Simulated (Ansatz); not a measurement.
**Br on Ru(0001): change of the work function**

Aim: the work function of Ru(0001) at several coverages of Br (fcc site), and the dipole that each adsorbate carries.

Main program and level: Ansatz 0.2.0; plane-wave DFT, PBE, Ansatz PAW.

Most raw output is cut from this account.

## 1. The structure

The cell holds 4 atoms: 4 Ru. Its edges and angles: a = 2.700 Å, b = 2.700 Å, c = 24.415 Å, α = 90.0°, β = 90.0°, γ = 60.0°. Vacuum lies along c.

As a file:

```cif
data_structure
_symmetry_space_group_name_H-M 'P 1'
_symmetry_Int_Tables_number 1
_cell_length_a 2.7000
_cell_length_b 2.7000
_cell_length_c 24.4152
_cell_angle_alpha 90.000
_cell_angle_beta 90.000
_cell_angle_gamma 60.000
_cell_volume 154.14
loop_
_atom_site_label
_atom_site_type_symbol
_atom_site_fract_x
_atom_site_fract_y
_atom_site_fract_z
_atom_site_occupancy
Ru1 Ru 0.66667 0.66667 0.36862 1
Ru2 Ru 0.00000 0.00000 0.45621 1
Ru3 Ru 0.66667 0.66667 0.54379 1
Ru4 Ru 0.00000 0.00000 0.63138 1
```

## 2. The clean slab

The bare slab comes first, as the zero from which every change is counted. The two lowest layers are held at bulk places and the upper ones relax. The dipole correction removes the false field that a one-sided slab makes across the periodic vacuum, so each face gets a flat vacuum level of its own.

input.yaml reads:

```yaml
crystal:
  lattice:
    - [2.7, 0.0, 0.0]
    - [1.35, 2.3382685902, 0.0]
    - [0.0, 0.0, 24.4152]
  atoms:
    - { symbol: Ru, position: [0.6666666667, 0.6666666667, 0.3686228251] }
    - { symbol: Ru, position: [0.0, 0.0, 0.4562076084] }
    - { symbol: Ru, position: [0.6666666667, 0.6666666667, 0.5437923916] }
    - { symbol: Ru, position: [0.0, 0.0, 0.6313771749] }
kpoints:
  mp_grid: { grid: [12, 12, 1] }
hamiltonian:
  xc: pbe
scf:
  occupations: { method: fermi_dirac, width: 0.1 }
  convergence: { dr2_threshold: 1.0e-08 }
efield:
  axis: 3
  dipole_correction: true
  ramp_position: 0.97
  ramp_width: 0.06
relax:
  f_tol: 0.02
  max_steps: 60
  constraints: [{ sites: [0, 1] }]
output:
  write_potential: true
  write_density: true
  volumetric_format: npy
```

Launch:

```bash
$ ansatz run input.yaml --threads 4 --pin off --max-ram 6144MiB --backend cpu --events-out ev --progress --plain --runs-dir out
```

It took 3.4 s on 4 threads of AMD EPYC 9R45, shared host; peak memory 0.55 GiB; 11 s of CPU time.

Step by step:

| step | energy less that of the first step (eV) | largest force component (eV/Å) |
| --- | --- | --- |
| 1 | 0.0000 | 0.5365 |
| 2 | -0.0100 | 0.2640 |
| 3 | -0.0132 | 0.0173 |

Forces are held to the 6 operations that the run works with; a distortion that breaks them can't arise in this run.

The atoms that moved most (Å):

```
atom     dx     dy      dz  length
 Ru4  0.000  0.000  -0.034   0.034
 Ru3  0.000  0.000   0.019   0.019
```

The relaxed structure:

```xyz
4
Lattice="2.7000 0.0000 0.0000 1.3500 2.3383 0.0000 0.0000 0.0000 24.4152" Properties=species:S:1:pos:R:3
Ru    2.7000    1.5588    9.0000
Ru    0.0000    0.0000   11.1384
Ru    2.7000    1.5588   13.2962
Ru    0.0000    0.0000   15.3813
```

This step gave:

```yaml
energy_at_zero_smearing: -23512.6524 eV
work_function_upper_face: 5.046 eV
work_function_lower_face: 5.075 eV
dipole_along_the_normal: 0.001037 e·Å
step_between_the_vacuum_levels: -0.02973 eV
```

Running mean over 2.138 Å of the planar mean; the ramp of the sawtooth is left out. The electron's electrostatic potential energy less the Fermi level by z:

z (Å), electron's electrostatic potential energy less the Fermi level (eV) and a bar from the least value:
```
      3.0        5.1 ##############################
      3.5        5.1 ##############################
      4.0        5.1 ##############################
      4.5        5.1 ##############################
      5.0        5.1 ##############################
      5.5        5.0 ##############################
      6.0        5.0 ##############################
      6.5        4.8 ##############################
      7.0        3.9 ############################
      7.5        0.7 ########################
      8.0       -6.3 #############
      8.5      -12.3 #####
      9.0      -14.2 ##
      9.5      -14.5 #
     10.0      -14.6 #
     10.5      -14.7 #
     11.0      -14.8 #
     11.5      -14.8 #
     12.0      -14.6 #
     12.5      -14.7 #
     13.0      -14.9 #
     13.5      -15.0 #
     14.0      -15.4 
     14.5      -15.4 
     15.0      -14.8 #
     15.5      -14.1 ##
     16.0      -11.4 ######
     16.5       -4.5 ################
     17.0        1.8 #########################
     17.5        4.2 #############################
     18.0        4.8 ##############################
     18.5        5.0 ##############################
     19.0        5.0 ##############################
     19.5        5.0 ##############################
     20.0        5.0 ##############################
     20.5        5.0 ##############################
     21.0        5.0 ##############################
```

The relaxation took 3 steps and lowered the energy by 0.013 eV; the largest force on the free atoms ends at 0.017 eV/Å.

The work function of the upper face is 5.05 eV.

## 3. The covered slab, k-mesh 6×6×1, coverage 0.25 ML

System of this step: Br/Ru(0001). The cell holds 17 atoms: 16 Ru and 1 Br. Cell: a = 5.400 Å, b = 5.400 Å, c = 26.634 Å, α = 90.0°, β = 90.0°, γ = 60.0°. Vacuum lies along c.

The clean slab as it ended is repeated in the plane and the adsorbate is set on one face; the cell's size fixes the coverage, and the k-mesh shrinks with it to keep the sampling density about even. Adsorbate and upper layers relax, since the dipole depends on the height.

input.yaml reads:

```yaml
crystal:
  lattice:
    - [5.4, 0.0, 0.0]
    - [2.7, 4.6765371804, 0.0]
    - [0.0, 0.0, 26.6344171092]
  atoms:
    - { symbol: Ru, position: [0.3333333333, 0.3333333333, 0.3379086527] }
    - { symbol: Ru, position: [0.0, 0.0, 0.4181957486] }
    - { symbol: Ru, position: [0.3333333333, 0.3333333333, 0.4992108028] }
    - { symbol: Ru, position: [0.0, 0.0, 0.5774974232] }
    - { symbol: Ru, position: [0.3333333333, 0.8333333333, 0.3379086527] }
    - { symbol: Ru, position: [0.0, 0.5, 0.4181957486] }
    - { symbol: Ru, position: [0.3333333333, 0.8333333333, 0.4992108028] }
    - { symbol: Ru, position: [0.0, 0.5, 0.5774974232] }
    - { symbol: Ru, position: [0.8333333333, 0.3333333333, 0.3379086527] }
    - { symbol: Ru, position: [0.5, 0.0, 0.4181957486] }
    - { symbol: Ru, position: [0.8333333333, 0.3333333333, 0.4992108028] }
    - { symbol: Ru, position: [0.5, 0.0, 0.5774974232] }
    - { symbol: Ru, position: [0.8333333333, 0.8333333333, 0.3379086527] }
    - { symbol: Ru, position: [0.5, 0.5, 0.4181957486] }
    - { symbol: Ru, position: [0.8333333333, 0.8333333333, 0.4992108028] }
    - { symbol: Ru, position: [0.5, 0.5, 0.5774974232] }
    - { symbol: Br, position: [0.1666666667, 0.1666666667, 0.6620913473] }
kpoints:
  mp_grid: { grid: [6, 6, 1] }
hamiltonian:
  xc: pbe
scf:
  occupations: { method: fermi_dirac, width: 0.1 }
  convergence: { dr2_threshold: 1.0e-08 }
efield:
  axis: 3
  dipole_correction: true
  ramp_position: 0.97
  ramp_width: 0.06
relax:
  f_tol: 0.02
  max_steps: 60
  constraints: [{ sites: [0, 1, 4, 5, 8, 9, 12, 13] }]
output:
  dos: { projected: true, e_range: [-8, 4] }
  write_potential: true
  write_density: true
  volumetric_format: npy
  elf: true
```

The job ended after 25 s (4 threads; peak memory 2.7 GiB; 96 s of CPU time).

This run has no spin polarisation although its electron count is odd.

The steps of the relaxation:

| step | energy less that of the first step (eV) | largest force component (eV/Å) |
| --- | --- | --- |
| 1 | 0.0000 | 0.8869 |
| 2 | -0.0719 | 0.2732 |
| 3 | -0.0782 | 0.0388 |
| 4 | -0.0784 | 0.0089 |

Forces are held to the 6 operations that the run works with; a distortion that breaks them can't arise in this run.

The atoms that moved most (Å):

| atom | dx | dy | dz | length |
| --- | --- | --- | --- | --- |
| Br17 | 0.000 | 0.000 | -0.146 | 0.146 |
| Ru16 | 0.000 | 0.000 | -0.018 | 0.018 |
| Ru15 | 0.000 | 0.000 | 0.016 | 0.016 |
| Ru3 | 0.006 | 0.003 | 0.000 | 0.006 |
| Ru7 | 0.000 | -0.006 | 0.000 | 0.006 |
| Ru11 | -0.006 | 0.003 | 0.000 | 0.006 |
| Ru4 | 0.005 | 0.003 | -0.001 | 0.006 |
| Ru8 | 0.000 | -0.006 | -0.001 | 0.006 |

The relaxed structure:

```cif
data_structure
_symmetry_space_group_name_H-M 'P 1'
_symmetry_Int_Tables_number 1
_cell_length_a 5.4000
_cell_length_b 5.4000
_cell_length_c 26.6344
_cell_angle_alpha 90.000
_cell_angle_beta 90.000
_cell_angle_gamma 60.000
_cell_volume 672.61
loop_
_atom_site_label
_atom_site_type_symbol
_atom_site_fract_x
_atom_site_fract_y
_atom_site_fract_z
_atom_site_occupancy
Ru1 Ru 0.33333 0.33333 0.33791 1
Ru2 Ru 0.00000 0.00000 0.41820 1
Ru3 Ru 0.33403 0.33403 0.49920 1
Ru4 Ru 0.00063 0.00063 0.57745 1
Ru5 Ru 0.33333 0.83333 0.33791 1
Ru6 Ru 0.00000 0.50000 0.41820 1
Ru7 Ru 0.33403 0.83195 0.49920 1
Ru8 Ru 0.00063 0.49874 0.57745 1
Ru9 Ru 0.83333 0.33333 0.33791 1
Ru10 Ru 0.50000 0.00000 0.41820 1
Ru11 Ru 0.83195 0.33403 0.49920 1
Ru12 Ru 0.49874 0.00063 0.57745 1
Ru13 Ru 0.83333 0.83333 0.33791 1
Ru14 Ru 0.50000 0.50000 0.41820 1
Ru15 Ru 0.83333 0.83333 0.49980 1
Ru16 Ru 0.50000 0.50000 0.57684 1
Br17 Br 0.16667 0.16667 0.65662 1
```

Numbers from this step:

```yaml
energy_at_zero_smearing: -96835.8513 eV
work_function_upper_face: 4.494 eV
work_function_lower_face: 5.011 eV
dipole_along_the_normal: 0.07208 e·Å
step_between_the_vacuum_levels: -0.5165 eV
```

Running mean over 2.138 Å of the planar mean; the ramp of the sawtooth is left out. Electron's electrostatic potential energy less the Fermi level against z:

```csv
z (Å),electron's electrostatic potential energy less the Fermi level (eV)
3.5,5.01
4.0,5.01
4.5,5.01
5.0,5.00
5.5,4.99
6.0,4.92
6.5,4.70
7.0,3.88
7.5,0.692
8.0,-6.30
8.5,-12.3
9.0,-14.3
9.5,-14.5
10.0,-14.7
10.5,-14.8
11.0,-14.8
11.5,-14.8
12.0,-14.6
12.5,-14.6
13.0,-14.9
13.5,-15.1
14.0,-15.5
14.5,-15.6
15.0,-15.0
15.5,-14.4
16.0,-12.3
16.5,-6.91
17.0,-1.93
17.5,-0.0131
18.0,0.868
18.5,2.26
19.0,3.71
19.5,4.34
20.0,4.46
20.5,4.49
21.0,4.49
21.5,4.49
22.0,4.49
22.5,4.49
23.0,4.49
23.5,4.49
```

The density of states has structure finer than the step of the table below, so its rows give means over 0.25 eV, whole bins alone (the curve runs from -8 to 1.98 eV). Peaks (eV: height): -5.410: 46.2, -3.430: 50.6, -3.010: 45.1, -1.890: 53.5, -1.590: 59.7, -0.660: 46.7, 0.990: 48.9.

Table of density of states by energy, zero at the Fermi level; means over each step:

energy (eV), density of states (states/eV a cell) and a bar:
```
    -7.75        0.0 
    -7.50        0.4 
    -7.25        0.9 #
    -7.00        1.0 #
    -6.75        1.1 #
    -6.50        1.7 ##
    -6.25        3.8 ####
    -6.00       13.3 ############
    -5.75       19.5 ##################
    -5.50       22.5 #####################
    -5.25       22.1 ####################
    -5.00       23.1 #####################
    -4.75       21.6 ####################
    -4.50       23.7 ######################
    -4.25       20.0 ##################
    -4.00       24.9 #######################
    -3.75       18.0 #################
    -3.50       24.9 #######################
    -3.25        9.0 ########
    -3.00       24.0 ######################
    -2.75       28.2 ##########################
    -2.50       20.5 ###################
    -2.25       30.6 ############################
    -2.00       32.8 ##############################
    -1.75       24.6 #######################
    -1.50       32.0 #############################
    -1.25       19.8 ##################
    -1.00       14.9 ##############
    -0.75       16.1 ###############
    -0.50       17.8 ################
    -0.25       18.5 #################
     0.00       18.9 #################
     0.25       17.4 ################
     0.50       17.2 ################
     0.75       24.7 #######################
     1.00       31.7 #############################
     1.25       24.4 ######################
     1.50       25.2 #######################
     1.75       12.9 ############
```

Projected DOS per atom over height of the atomic layer and energy from the Fermi level. Layers: Ru4 Ru4 Ru4 Ru4 Br from below.

Values in states/eV, 22 rows by 5 columns, each cell a mean:
```
0.87 0.87 0.87 0.89 0.27
1.19 1.83 1.87 1.30 0.25
1.91 1.49 1.67 1.85 0.41
1.20 1.07 0.88 1.04 0.24
1.50 0.90 0.84 1.35 0.21
1.61 0.86 0.78 1.29 0.16
1.15 0.74 0.60 0.96 0.23
1.87 1.36 1.19 1.68 0.42
2.38 1.47 1.35 1.86 0.35
1.67 1.38 1.52 1.94 0.40
1.62 1.56 1.77 1.54 0.40
0.88 1.06 1.07 0.87 0.37
1.05 1.10 1.10 0.87 1.13
1.27 1.44 1.39 1.20 1.81
1.31 1.45 1.06 1.25 1.62
0.89 1.45 1.39 1.18 1.88
0.54 1.72 1.95 0.93 0.89
0.20 0.97 1.31 0.70 1.43
0.04 0.15 0.16 0.15 0.35
0.02 0.08 0.10 0.04 0.04
0.01 0.07 0.08 0.02 0.02
0.00 0.00 0.00 0.00 0.00
```
Columns: height of the atomic layer (Å) from 9 to 17.5; rows upwards: energy from the Fermi level (eV) from -7.96 to 1.95.

ELF in the ca plane at fractional y = 0.000, with atoms of Ru within 0.2 Å of it. It is the smooth field of the valence electrons, not physical close to the nuclei.

Ten even steps from '0' (0.00) to '9' (0.88), each cell a mean:
```
33333366663333333476662112221000000000000000
23223246642322223356642110000000000000000000
34432323323224432323332210000000000000000000
35532333333234532333333210000000000000000000
33323234432323323334432110000000000000000000
33223367753332233367752111110000000000000000
43333374473233332464572124442100000000000000
33333366663333233475662367875310000000000000
23223246642322223356632589987420000000000000
34432323323224422323323799998531000000000000
35532333333234532333323799998631000000000000
33323334433323323334422699997521000000000000
33223367763332233467752479986410000000000000
43333474474233332463562246654210000000000000
```
Columns run along c (16.0 Å, from fractional 0.32 to 0.92 of the cell), rows up along a (5.4 Å). Atoms in or near the plane, at fractional coordinates: Ru at (0.42, 0.00), Ru at (0.58, 0.00), Ru at (0.42, 0.50), Ru at (0.58, 0.50).

Electrostatic potential energy in the ca plane at fractional y = 0.000, with atoms of Ru within 0.2 Å of it. With pseudopotentials it is smooth inside the atoms' cores, unlike the true potential.

Ten even steps from '0' (-84 eV) to '9' (10 eV), each cell a mean:
```
99999720027999999610048999999999999999999999
98899864468998899864579999999999999999999999
87689998899986689988899999999999999999999999
86679999999986689999999999999999999999999999
87789986689987789976789999999999999999999999
99999841148999999731258999999999999999999999
99999710027999999610038999999999999999999999
99999720037999999610048999999999999999999999
98899864468998899864479998999999999999999999
87689998899987789988899987799999999999999999
86679999999976689999999976799999999999999999
87789987789987789976789988899999999999999999
99999841148999999731258999999999999999999999
99999710017999999600038999999999999999999999
```
Columns run along c (16.0 Å, from fractional 0.32 to 0.92 of the cell; values clipped at the 3rd and 97th percentile), rows up along a (5.4 Å). Atoms in or near the plane, at fractional coordinates: Ru at (0.42, 0.00), Ru at (0.58, 0.00), Ru at (0.42, 0.50), Ru at (0.58, 0.50).

(Part 1 of 2 ends here.)

[Logs are printed without paths, hosts, clocks, repeated set-up lines and the standing remarks that a program may print on its own settings, such as how far it seeks lower states.]

[Hosts, paths, dates, database ids (printed as entryN), source tags and the programs' standing remarks are cut or masked in the printed files.]

[Maps of the electrostatic potential energy from Ansatz leave out the sawtooth potential of an applied field or a dipole correction, so their vacuum need not be flat; planar profiles and work functions include it.]
